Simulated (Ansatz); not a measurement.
# What La3TlC (Pm-3m) distorts into

Wanted: the energy along a soft mode of La3TlC (Pm-3m) and the structure at the end.

Program: Ansatz 0.2.0. Level of theory: DFT PBEsol, scalar-relativistic, plane waves, PAW; PAW set soft_1. Results are calculated unless marked as measured.

## (1) The structure

Symmetry: Pm-3m, No. 221, cubic system. The conventional cell has a = 5.163 Å, b = 5.163 Å, c = 5.163 Å, α = 90.00°, β = 90.00°, γ = 90.00°. Nearest to La lie 2 C at 2.58 Å and 8 La at 3.65 Å and 4 Tl at 3.65 Å. Tl has 12 La at 3.65 Å nearest. C has 6 La at 2.58 Å nearest. Farther neighbours are not listed.

## (2) Phonons on a q mesh

The cell comes from relaxations at this level that are not shown. Stability and thermal properties need the whole zone. Linear response on a 2×2×2 q mesh gives force constants as far as a supercell of that size would.

input.yaml reads:

```yaml
crystal:
  lattice:
    - [5.1631067513, 0.0, 0.0]
    - [0.0, 5.1631067513, 0.0]
    - [0.0, 0.0, 5.1631067513]
  atoms:
    - { symbol: La, position: [0.5, 0.0, 0.5] }
    - { symbol: La, position: [0.0, 0.5, 0.5] }
    - { symbol: La, position: [0.5, 0.5, 0.0] }
    - { symbol: Tl, position: [0.0, 0.0, 0.0] }
    - { symbol: C, position: [0.5, 0.5, 0.5] }
kpoints:
  mp_grid: { grid: [8, 8, 8] }
hamiltonian:
  xc: pbesol
  pseudopotentials: { kind: paw, azcp: { folder: soft_1 }, xc_functional: pbe }
scf:
  occupations: { method: methfessel_paxton, width: 0.2 }
output:
  eigenvalues: true
phonons:
  method: dfpt
  qmesh: [2, 2, 2]
  temperatures: { t_max: 1000, t_step: 50 }
  qpath:
    path:
      - [[0.0, 0.0, 0.0], [0.0, 0.5, 0.0], [0.5, 0.5, 0.0], [0.0, 0.0, 0.0], [0.5, 0.5, 0.5], [0.0, 0.5, 0.0]]
      - [[0.5, 0.5, 0.5], [0.5, 0.5, 0.0]]
    npoints: 10
```

Started as:

```
$ ansatz run input.yaml --threads 4 --pin off --max-ram 10240MiB --backend cpu --events-out ev --progress --plain --runs-dir out
```

Numbers of over 12 decimals in the logs are rounded to 6 here.

Log:

```text
Engine: ansatz 0.2.0, aarch64-unknown-linux-gnu
Pseudopotentials: kind: paw
Pseudopotential: La, paw, valence charge 11, recommended cutoff 420 eV (normal), soft_1/La.paw.azcp
Pseudopotential: Tl, paw, valence charge 13, recommended cutoff 420 eV (normal), soft_1/Tl.paw.azcp
Pseudopotential: C, paw, valence charge 4, recommended cutoff 420 eV (normal), soft_1/C.paw.azcp
Functional definition: PBEsol
  exchange = pbesol_x
  correlation = pbesol_c
Crystal: 5 atoms, lattice volume = 137.636 Å³
Basis set: ecut = 420 eV, 2721 PW (Γ), exchange–correlation on 72×72×72 points (8 copies of the dense FFT grid, shifted against one another)
Bands: 30, of which v1, the nominal top of the filled ones, is band 25 counted from 1 (24 counted from 0)
Symmetry: 48 space group operations
k-points: 35 of 512
Non-local potential: La, projectors of the file, l = 0: 3, l = 1: 2, l = 2: 2, l = 3: 3
Non-local potential: Tl, projectors of the file, l = 0: 2, l = 1: 2, l = 2: 2, l = 3: 1
Non-local potential: C, projectors of the file, l = 0: 2, l = 1: 2, l = 2: 1
PAW form: soft (Blöchl's): semilocal exchange-correlation on the pseudo side does not see the compensation charge
PAW frozen core: La, regenerated for the run's functional, and the local potential with it (the file was generated under x = pbe(κ = 0.804, μ = 0.219515), c = pbe(β = 0.066725))
PAW frozen core: Tl, regenerated for the run's functional, and the local potential with it (the file was generated under x = pbe(κ = 0.804, μ = 0.219515), c = pbe(β = 0.066725))
PAW frozen core: C, regenerated for the run's functional, and the local potential with it (the file was generated under x = pbe(κ = 0.804, μ = 0.219515), c = pbe(β = 0.066725))
PAW one-centre angular grid: La, 590 points (default); XC on 64 Gauss nodes
PAW one-centre angular grid: Tl, 590 points (default); XC on 64 Gauss nodes
PAW one-centre angular grid: C, 110 points (default); XC on 64 Gauss nodes
Initial density: superposition of atomic densities (chi_scale 0.1, normalization cell, long waves kept (reshape's long-wave potential 0.00 eV rms))
Initial wavefunctions: pseudopotential atomic-orbital guess
Functional: x = pbesol(κ = 0.804, μ = 0.123457), c = pbesol(β = 0.046)
SCF iter   1: F=—  HF=-30032.714279 eV  |F-HF|=—  |Δ(HF+E_count)|=         —  Δρ=5.15e-2  dr2=1.15e1  ethr=3.10e-3  ⟨swp⟩=4.9  Hψ=4517  notcnv=0
preconditioner: auto → Kerker (q_TF=auto, 2.305 Å⁻¹)  [metal: Δε(μ)=0.046 eV  Ē_g=10.708 eV  σ=0.200 eV  W_gap=0.19  n_scr=26 (ndim 8)  ℏωp=21.0 eV  f_vac=0.000  D(μ)=4.24/eV (n_scr^D=26)]
SCF iter   2: F=—  HF=-30030.649127 eV  |F-HF|=—  |Δ(HF+E_count)|=    2.07e0  S|Δr|=    0.00e0  Δρ=2.10e-2  dr2=1.80e0  ethr=3.10e-3  ⟨swp⟩=3.1  Hψ=2106  notcnv=0  defer=5
SCF iter   3: F=—  HF=-30030.282249 eV  |F-HF|=—  |Δ(HF+E_count)|=   3.67e-1  S|Δr|=    0.00e0  Δρ=9.19e-3  dr2=2.49e-1  ethr=3.10e-3  ⟨swp⟩=5.1  Hψ=6818  notcnv=0
automatic band count: the SCF goes on with 35 bands, as 30 were too few: they end inside the smearing window of the response
SCF iter   4: F=—  HF=-30030.224544 eV  |F-HF|=—  |Δ(HF+E_count)|=   5.77e-2  S|Δr|=    0.00e0  Δρ=1.98e-3  dr2=5.12e-3  ethr=4.99e-4  ⟨swp⟩=2.0  Hψ=1899  notcnv=0  defer=103
SCF iter   5: F=—  HF=-30030.224410 eV  |F-HF|=—  |Δ(HF+E_count)|=   1.34e-4  S|Δr|=    0.00e0  Δρ=6.94e-4  dr2=9.10e-4  ethr=1.02e-5  ⟨swp⟩=2.0  Hψ=2001  notcnv=0  defer=103
SCF iter   6: F=—  HF=-30030.224433 eV  |F-HF|=—  |Δ(HF+E_count)|=   2.36e-5  S|Δr|=    0.00e0  Δρ=2.91e-4  dr2=2.95e-4  ethr=1.82e-6  ⟨swp⟩=2.0  Hψ=1383  notcnv=0  defer=103
SCF iter   7: F=—  HF=-30030.224397 eV  |F-HF|=—  |Δ(HF+E_count)|=   3.68e-5  S|Δr|=    0.00e0  Δρ=7.19e-5  dr2=1.60e-5  ethr=5.90e-7  ⟨swp⟩=2.0  Hψ=1300  notcnv=0  defer=103
SCF iter   8: F=—  HF=-30030.224391 eV  |F-HF|=—  |Δ(HF+E_count)|=   5.32e-6  S|Δr|=    0.00e0  Δρ=1.70e-5  dr2=8.33e-7  ethr=3.20e-8  ⟨swp⟩=2.1  Hψ=1505  notcnv=0  defer=103
SCF iter   9: F=—  HF=-30030.224392 eV  |F-HF|=—  |Δ(HF+E_count)|=   7.64e-7  S|Δr|=    0.00e0  Δρ=7.18e-6  dr2=1.89e-7  ethr=1.67e-9  ⟨swp⟩=2.0  Hψ=1975  notcnv=0  defer=103
SCF iter  10: F=—  HF=-30030.224392 eV  |F-HF|=—  |Δ(HF+E_count)|=   2.55e-8  S|Δr|=    0.00e0  Δρ=1.69e-6  dr2=1.09e-8  ethr=3.78e-10  ⟨swp⟩=1.9  Hψ=1201  notcnv=0  defer=103
SCF iter  11: F=—  HF=-30030.224392 eV  |F-HF|=—  |Δ(HF+E_count)|=   1.65e-9  S|Δr|=    0.00e0  Δρ=3.13e-7  dr2=2.47e-10  ethr=2.18e-11  ⟨swp⟩=2.0  Hψ=1364  notcnv=0  defer=103
SCF iter  12: F=-30030.224392 eV  HF=-30030.224392 eV  |F-HF|=7.28e-12  |Δ(HF+E_count)|=  1.82e-11  S|Δr|=    0.00e0  Δρ=3.75e-8  dr2=1.19e-12  ethr=1.00e-12  ⟨swp⟩=16.5  Hψ=8530  notcnv=0
SCF 1 converged in 12 iterations: F = -30030.224392 eV  dr2 = 1.19e-12
  greatest PAW one-centre occupation: 0.971 electrons in one spin orbital (limit 2), on the La atom at site 2 (counted from 0), in its partial waves of l = 0
Initial density: read from a saved state, or passed on in memory by an earlier SCF of this step, an earlier step, the calling program or the single point that the run made first
iter 1 solved again at ethr=1.56e-7 eV; its pass at ethr=3.10e-3 eV (dr2=7.82e-5 eV) is discarded
SCF iter   1: F=—  HF=-30030.224393 eV  |F-HF|=—  |Δ(HF+E_count)|=         —  Δρ=5.30e-7  dr2=1.35e-10  ethr=1.56e-7  ⟨swp⟩=5.8  Hψ=8255  notcnv=0
eigensolver tolerance schedule: the retry pair's looser diagonalisation over-reported the residual by 580973.02 of it (diagonalisation noise at an unbounded share of the residual, at the tolerance the schedule requests for it); recorded, not acted on — ethr = c·dr2/N_el stays at c = 1.0e-1
preconditioner: auto → Kerker (q_TF=auto, 2.305 Å⁻¹)  [metal: Δε(μ)=0.024 eV  Ē_g=11.137 eV  σ=0.200 eV  W_gap=0.10  n_scr=26 (ndim 8)  ℏωp=21.0 eV  f_vac=0.000  D(μ)=3.99/eV (n_scr^D=26)]
SCF iter   2: F=—  HF=-30030.224392 eV  |F-HF|=—  |Δ(HF+E_count)|=   8.50e-7  S|Δr|=    0.00e0  Δρ=2.26e-7  dr2=2.81e-11  ethr=1.00e-12  ⟨swp⟩=4.2  Hψ=3762  notcnv=0
SCF iter   3: F=—  HF=-30030.224392 eV  |F-HF|=—  |Δ(HF+E_count)|=  1.46e-11  S|Δr|=    0.00e0  Δρ=1.56e-7  dr2=1.15e-11  ethr=1.00e-12  ⟨swp⟩=4.3  Hψ=2588  notcnv=0
SCF iter   4: F=-30030.224392 eV  HF=-30030.224392 eV  |F-HF|=1.09e-11  |Δ(HF+E_count)|=  1.82e-11  S|Δr|=    0.00e0  Δρ=1.06e-7  dr2=5.56e-12  ethr=1.00e-12  ⟨swp⟩=2.0  Hψ=2083  notcnv=0
SCF 2 converged in 4 iterations: F = -30030.224392 eV  dr2 = 5.56e-12
phonons: the bands overlap, so this run is a metal and interpolates without the dipole-dipole term. If the crystal is really an insulator or semiconductor, its LO-TO splitting is missing
NSCF: frozen V_eff on 35 k-points
WARN: eigensolver did not converge in 12 slots of this pass, the one above among them; of largest residual over every band (k=33): 1 band(s) unlocked (lowest unlocked band 34, counted from 0; max residual 3.17e-3 eV among the unlocked bands, 3.17e-3 eV over every band); of lowest unlocked band (k=1): band 34
NSCF: frozen V_eff on 125 k-points
DFPT response loops at q = (0, 0, 0) (fractional): preconditioner auto → Kerker (q_TF=auto, 2.305 Å⁻¹) (partly filled bands, converged f_vac=0.000); β = 1.00, the filter's whole step (`scf.mixing.beta` (0.50) is not read by the response loops under this deck's `scf.mixing.preconditioner`; to damp them name `kerker` or `kerker_dos`, under which they read `scf.mixing.beta`, and type it under 1.00, their step now; both keys bind the ground state too); Broyden in place of MSR1
NSCF: frozen V_eff on 250 k-points
DFPT response loops at q = (0, 0, -0.5) (fractional): mixed as the last ones told, above
NSCF: frozen V_eff on 250 k-points
DFPT response loops at q = (0, -0.5, -0.5) (fractional): mixed as the last ones told, above
NSCF: frozen V_eff on 250 k-points
DFPT response loops at q = (-0.5, -0.5, -0.5) (fractional): mixed as the last ones told, above
SCF converged after 12 iterations
Stability not checked: this state was not tested for a lower state beside it, because cold or Methfessel-Paxton smearing, or corrected tetrahedra, fill the levels in a way that the test cannot read (fill_not_monotonic; see scf.lower_state_search)
Free energy (F): -30030.224392 eV
Harris-Foulkes:  -30030.224392 eV  (|F-HF|=7.28e-12)
Internal energy: -30030.220714 eV  (E = F + TS)
E sigma→0 (E₀):  -30030.223472 eV
Entropy (-TS):   -0.003678 eV (-0.736 meV/atom)
Fermi energy:    11.180352 eV
--- Per-component energies (eV) ---
  E_band       = -71.651692
  E_kinetic    = 911.173836
  E_local      = -1827.044821  (includes V_loc(G=0)·N_el)
  E_nonlocal   = 606.996994
  E_hartree    = 663.064035
  E_xc         = -656.169163
  E_vxc        = -615.071287  (∫ρ·V_xc dr)
  E_paw        = -26122.304750  (= ΣΔE_a)
  E_vpaw       = -473.834454  (= ΣTr[D̂ρ^β])
  E_aug_tail   = -0.000030  (compensation charges beyond the density's cutoff)
  E_ewald      = -3606.503357
  E_core_change = 0.566542  (= ΣΔE_core)
  E_smearing   = -0.003678  (= −TS)
  E_closure    = -0.000000  (closes the sum)
  Σ components = -30030.224392   (vs F -30030.224392, Δ=0.00e0)
--- Band table (eV; the first three rows and the last of 35) ---
  k-point 0: bands = [... 21 lower, 10.7188, 10.7188, 10.7188, 11.2576, 11.2576, 11.2576, 12.2795, 12.2795, ... 6 higher]
  k-point 1: bands = [... 21 lower, 10.6748, 10.7475, 10.8474, 10.8939, 11.3101, 11.3101, 12.0588, 12.2415, ... 6 higher]
  k-point 2: bands = [... 21 lower, 10.6312, 10.6312, 10.8228, 11.2347, 11.2347, 11.2395, 12.0885, 12.3807, ... 6 higher]
  k-point 34: bands = [... 21 lower, 8.0626, 11.6316, 11.6316, 11.6316, 12.6576, 12.6576, 12.6576, 12.8522, ... 6 higher]
--- Phonons (Γ-DFPT): 4 representative perturbations + reference (Σ response iterations 13) ---
  ASR residual: 2.856e-5 → 0.000e0 eV/Å²; symmetrization residual: 1.604e-6 eV/Å²
  ASR residual per site (eV/Å²): 1.17e-5 1.17e-5 1.17e-5 2.30e-5 2.86e-5
  Γ frequencies (cm⁻¹): -151.12 -151.12 -151.12 -40.92 -40.92 -40.92 0.00 0.00 0.00 57.49 57.49 57.49 130.84 130.84 130.84
--- Phonons (arbitrary-q DFPT): 4 irreducible q on the 2×2×2 mesh ---
  q = [0.0000, 0.0000, 0.0000] (star 1, of the zone-centre solve; hermiticity 5.44e-7, symmetrization 2.81e-12): -151.12 -151.12 -151.12 -40.92 -40.92 -40.92 -0.00 -0.00 0.00 57.49 57.49 57.49 130.84 130.84 130.84
  q = [0.0000, 0.0000, -0.5000] (star 3, 9 solved perturbations in 975 linear systems a pass and spin channel, the states on 125 of 512 k-point pairs; hermiticity 2.56e-7, symmetrization 1.03e-8): -97.14 -97.14 45.11 45.11 58.64 58.91 66.94 66.94 70.35 70.35 87.61 130.06 130.06 130.85 377.55
  q = [0.0000, -0.5000, -0.5000] (star 3, 9 solved perturbations in 975 linear systems a pass and spin channel, the states on 125 of 512 k-point pairs; hermiticity 2.84e-7, symmetrization 4.61e-9): 14.18 55.16 55.16 56.09 66.29 66.29 70.89 70.89 98.94 104.91 109.06 153.72 242.96 371.08 371.08
  q = [-0.5000, -0.5000, -0.5000] (star 1, 4 solved perturbations in 350 linear systems a pass and spin channel, the states on 125 of 512 k-point pairs; hermiticity 1.52e-7, symmetrization 3.99e-10): -25.06 -25.06 -25.06 47.88 47.88 47.88 101.32 101.32 101.32 112.80 112.80 184.63 383.60 383.60 383.60
  sum rule: each row above includes the acoustic sum rule's correction from the zone centre's row sums; it moved no ω² by more than (0.80 cm⁻¹)²
  mesh force constants: q→R imaginary residual 2.49e-18; ASR residual 2.856e-5 → 0.000e0 eV/Å²; symmetrization residual 5.329e-15 eV/Å²
  interpolated dispersion: 62 rows × 15 modes
  density of states and harmonic sums: on the 12×12×12 q-mesh, interpolated from the force constants of a 2×2×2 supercell (no non-analytic term)
  largest difference from the sums on the solved wave vectors: F 3.68e-1 eV, S 4.91e-4 and C_V 1.25e-4 eV/K
  zero-point energy: 0.099098 eV/cell   skipped modes (ω ≤ 0): 102, of them read as no rigid motion or as one in doubt: 99 (8.154e-1 modes/cell left out, lowest -151.12 cm⁻¹)   left out of the sums: 5.45e-2 of the cell's modes: C_V's classical limit lies that fraction below 3 k_B per atom; for a crystal, a wire or a layer, F and S can be off by more, and a phonons.interpolated_qmesh denser along its periods is the remedy for the sampling
```

The job ended after 7.8 min (4 threads of Arm Neoverse V1, shared host; peak memory 2 GiB; 30 min of CPU time).

The column dr2 measures how far the density is from self-consistency, as an energy; F and HF (Harris–Foulkes) agree once it is small.

Numbers from this step:

```
volume per atom                                         : 27.53 Å³
gap on the k-mesh                                       : 0 eV
sum-rule residual before enforcement                    : 2.86e-5 eV/Å²
lowest frequency on the path                            : -151.1 cm⁻¹
point group                                             : m-3m
highest frequency on the path or at a solved wavevector : 383.6 cm⁻¹
highest optical mode at the zone centre (no LO-TO term) : 130.8 cm⁻¹
lowest optical zone-centre mode                         : -151.1 cm⁻¹
lowest mode on the q mesh (acoustic modes at Γ apart)   : -151.1 cm⁻¹
```

Frequencies (cm⁻¹) solved at each irreducible wavevector; negative means imaginary. Frequencies by wavevector, by row:

```tsv
q in reciprocal lattice units	star	mode 1	mode 2	mode 3	mode 4	mode 13	mode 14	mode 15
0 0 0	1	-151.1	-151.1	-151.1	-40.9	130.8	130.8	130.8
0 0 -0.5	3	-97.1	-97.1	45.1	45.1	130.1	130.8	377.6
0 -0.5 -0.5	3	14.2	55.2	55.2	56.1	243	371.1	371.1
-0.5 -0.5 -0.5	1	-25.1	-25.1	-25.1	47.9	383.6	383.6	383.6
```

Interpolated from a 2×2×2 q mesh. The phonon branches at the labelled points (cm⁻¹):

```tsv
point	branch 1	branch 2	branch 3	branch 4	branch 12	branch 13	branch 14	branch 15
Γ	-151	-151	-151	-41	58	131	131	131
halfway	-119	-119	22	22	127	127	131	245
X	-97	-97	45	45	130	130	131	378
halfway	34	39	47	50	144	179	261	374
M	14	55	55	56	154	243	371	371
halfway	15	19	36	41	136	139	253	253
Γ	-151	-151	-151	-41	58	131	131	131
halfway	9	33	33	52	150	273	273	273
R	-25	-25	-25	48	185	384	384	384
halfway	25	28	37	53	159	292	292	376
X	-97	-97	45	45	130	130	131	378
jump to R	-25	-25	-25	48	185	384	384	384
halfway	-15	29	29	52	171	320	377	377
M	14	55	55	56	154	243	371	371
```

Symmetry leaves 4 wavevectors to solve. The lowest mode among them, the acoustic zeros apart, lies at Γ and is imaginary, 151.1i cm⁻¹, so the energy falls along it.

## (3) The mode frozen in, largest atomic shift 0 Å

The mode followed lies at q = (0, 0, -0.5) with frequency 97.1i cm⁻¹ and is 2-fold degenerate, one of the unstable modes though not the softest. At small amplitude the distorted cell has space group no. 51 by a symmetry search on the positions. The undistorted cell that holds it gives the zero of energy on the same k mesh.

System of this step: La3TlC. The structure is cubic, space group Pm-3m (No. 221). Conventional cell: a = 5.163 Å, b = 5.163 Å, c = 5.163 Å, α = 90.00°, β = 90.00°, γ = 90.00°. Nearest to La lie 2 C at 2.58 Å and 8 La at 3.65 Å and 4 Tl at 3.65 Å. Nearest to La lie 2 C at 2.58 Å and 4 Tl at 3.65 Å and 8 La at 3.65 Å. Nearest to Tl lie 12 La at 3.65 Å. C has 6 La at 2.58 Å nearest. Farther neighbours are not listed.

input.yaml reads:

```yaml
crystal:
  lattice:
    - [5.1631067513, 0.0, 0.0]
    - [0.0, 5.1631067513, 0.0]
    - [0.0, 0.0, 10.3262135025]
  atoms:
    - { symbol: La, position: [0.5, 0.0, 0.25] }
    - { symbol: La, position: [0.5, 0.0, 0.75] }
    - { symbol: La, position: [0.0, 0.5, 0.25] }
    - { symbol: La, position: [0.0, 0.5, 0.75] }
    - { symbol: La, position: [0.5, 0.5, 0.5] }
    - { symbol: La, position: [0.5, 0.5, 0.0] }
    - { symbol: Tl, position: [0.0, 0.0, 0.0] }
    - { symbol: Tl, position: [0.0, 0.0, 0.5] }
    - { symbol: C, position: [0.5, 0.5, 0.25] }
    - { symbol: C, position: [0.5, 0.5, 0.75] }
kpoints:
  mp_grid: { grid: [8, 8, 4] }
hamiltonian:
  xc: pbesol
  pseudopotentials: { kind: paw, azcp: { folder: soft_1 }, xc_functional: pbe }
scf:
  occupations: { method: methfessel_paxton, width: 0.2 }
output:
  forces: true
  stress: true
  eigenvalues: true
```

Log:

```text
[...]
Crystal: 10 atoms, lattice volume = 275.273 Å³
Basis set: ecut = 420 eV, 5451 PW (Γ), exchange–correlation on 72×72×144 points (8 copies of the dense FFT grid, shifted against one another)
Bands: 60, of which v1, the nominal top of the filled ones, is band 50 counted from 1 (49 counted from 0)
Symmetry: 32 space group operations
[...]
k-points: 45 of 256
[...]
k-point 0: bands = [... 46 lower, 10.7397, 10.8332, 10.8332, 10.9481, 11.2575, 11.2575, 11.2575, 12.1140, ... 6 higher]
  k-point 1: bands = [... 46 lower, 10.8474, 10.8938, 10.9086, 11.0018, 11.0018, 11.3100, 11.3100, 11.7802, ... 6 higher]
  k-point 2: bands = [... 46 lower, 10.8228, 10.8228, 11.2347, 11.2347, 11.2347, 11.2347, 11.2395, 11.2395, ... 6 higher]
  k-point 44: bands = [... 46 lower, 10.6873, 10.6873, 10.8173, 10.8173, 12.5650, 12.5650, 12.5650, 12.5650, ... 6 higher]
[key lines of the parts left out:]
SCF converged after 10 iterations
Free energy (F): -60060.448784 eV
Fermi energy:    11.180329 eV
P = ⅓ Tr σ = -0.0003 GPa (-0.003 kbar)
```

Wall time 14 s (4 threads); peak memory 1.1 GiB.

Numbers from this step:

| Item | Value |
| --- | --- |
| pressure | -2.85e-4 GPa |
| energy from the undistorted cell | 0 meV/atom |

The run ends at a pressure of 0.00 GPa.

## (4) The mode frozen in, largest atomic shift 0.08 Å

The atoms are moved along the unstable eigenvector, the largest shift by 0.08 Å, with the cell fixed.

input.yaml, the sections that differ from step 3:

```yaml
crystal:
  lattice:
    - [5.1631067513, 0.0, 0.0]
    - [0.0, 5.1631067513, 0.0]
    - [0.0, 0.0, 10.3262135025]
  atoms:
    - { symbol: La, position: [0.5, -1.14256e-05, 0.25] }
    - { symbol: La, position: [0.5, 1.14256e-05, 0.75] }
    - { symbol: La, position: [0.0, 0.5034637691, 0.25] }
    - { symbol: La, position: [0.0, 0.4965362309, 0.75] }
    - { symbol: La, position: [0.5, 0.5, 0.5] }
    - { symbol: La, position: [0.5, 0.5, 0.0] }
    - { symbol: Tl, position: [0.0, 0.0, 0.0] }
    - { symbol: Tl, position: [0.0, 0.0, 0.5] }
    - { symbol: C, position: [0.5, 0.484505453, 0.25] }
    - { symbol: C, position: [0.5, 0.515494547, 0.75] }
# kpoints, hamiltonian, scf, output: as in step 3
```

Log:

```text
[...]
Crystal: 10 atoms, lattice volume = 275.273 Å³
Basis set: ecut = 420 eV, 5451 PW (Γ), exchange–correlation on 72×72×144 points (8 copies of the dense FFT grid, shifted against one another)
Bands: 60, of which v1, the nominal top of the filled ones, is band 50 counted from 1 (49 counted from 0)
Symmetry: 8 space group operations
[...]
k-points: 75 of 256
[...]
k-point 0: bands = [... 46 lower, 10.7404, 10.7976, 10.8433, 11.0040, 11.2600, 11.2668, 11.3987, 12.1149, ... 6 higher]
  k-point 1: bands = [... 46 lower, 10.8380, 10.8482, 10.8798, 11.0418, 11.1034, 11.3144, 11.4151, 11.7813, ... 6 higher]
  k-point 2: bands = [... 46 lower, 10.8138, 10.8138, 11.2301, 11.2301, 11.2536, 11.2536, 11.3121, 11.3121, ... 6 higher]
  k-point 74: bands = [... 46 lower, 10.6878, 10.6878, 10.8185, 10.8185, 12.5510, 12.5510, 12.5644, 12.5644, ... 6 higher]
[key lines of the parts left out:]
SCF converged after 9 iterations
Free energy (F): -60060.449946 eV
Fermi energy:    11.183313 eV
P = ⅓ Tr σ = -0.0063 GPa (-0.063 kbar)
```

Elapsed: 22 s, on 4 threads; peak memory 1.3 GiB; 86 s of CPU time.

Numbers from this step:

| Item | Value |
| --- | --- |
| pressure | -0.006339 GPa |
| energy from the undistorted cell | -0.181 meV/atom |

The energy, extrapolated to zero smearing, is -0.18 meV/atom against the undistorted cell.

The run ends at a pressure of -0.01 GPa, with forces up to 0.053 eV/Å.

(Part 1 of 3 ends here.)

[Logs are printed without paths, hosts, clocks, repeated set-up lines and the standing remarks that a program may print on its own settings, such as how far it seeks lower states.]

[Hosts, paths, dates, database ids (printed as entryN), source tags and the programs' standing remarks are cut or masked in the printed files.]
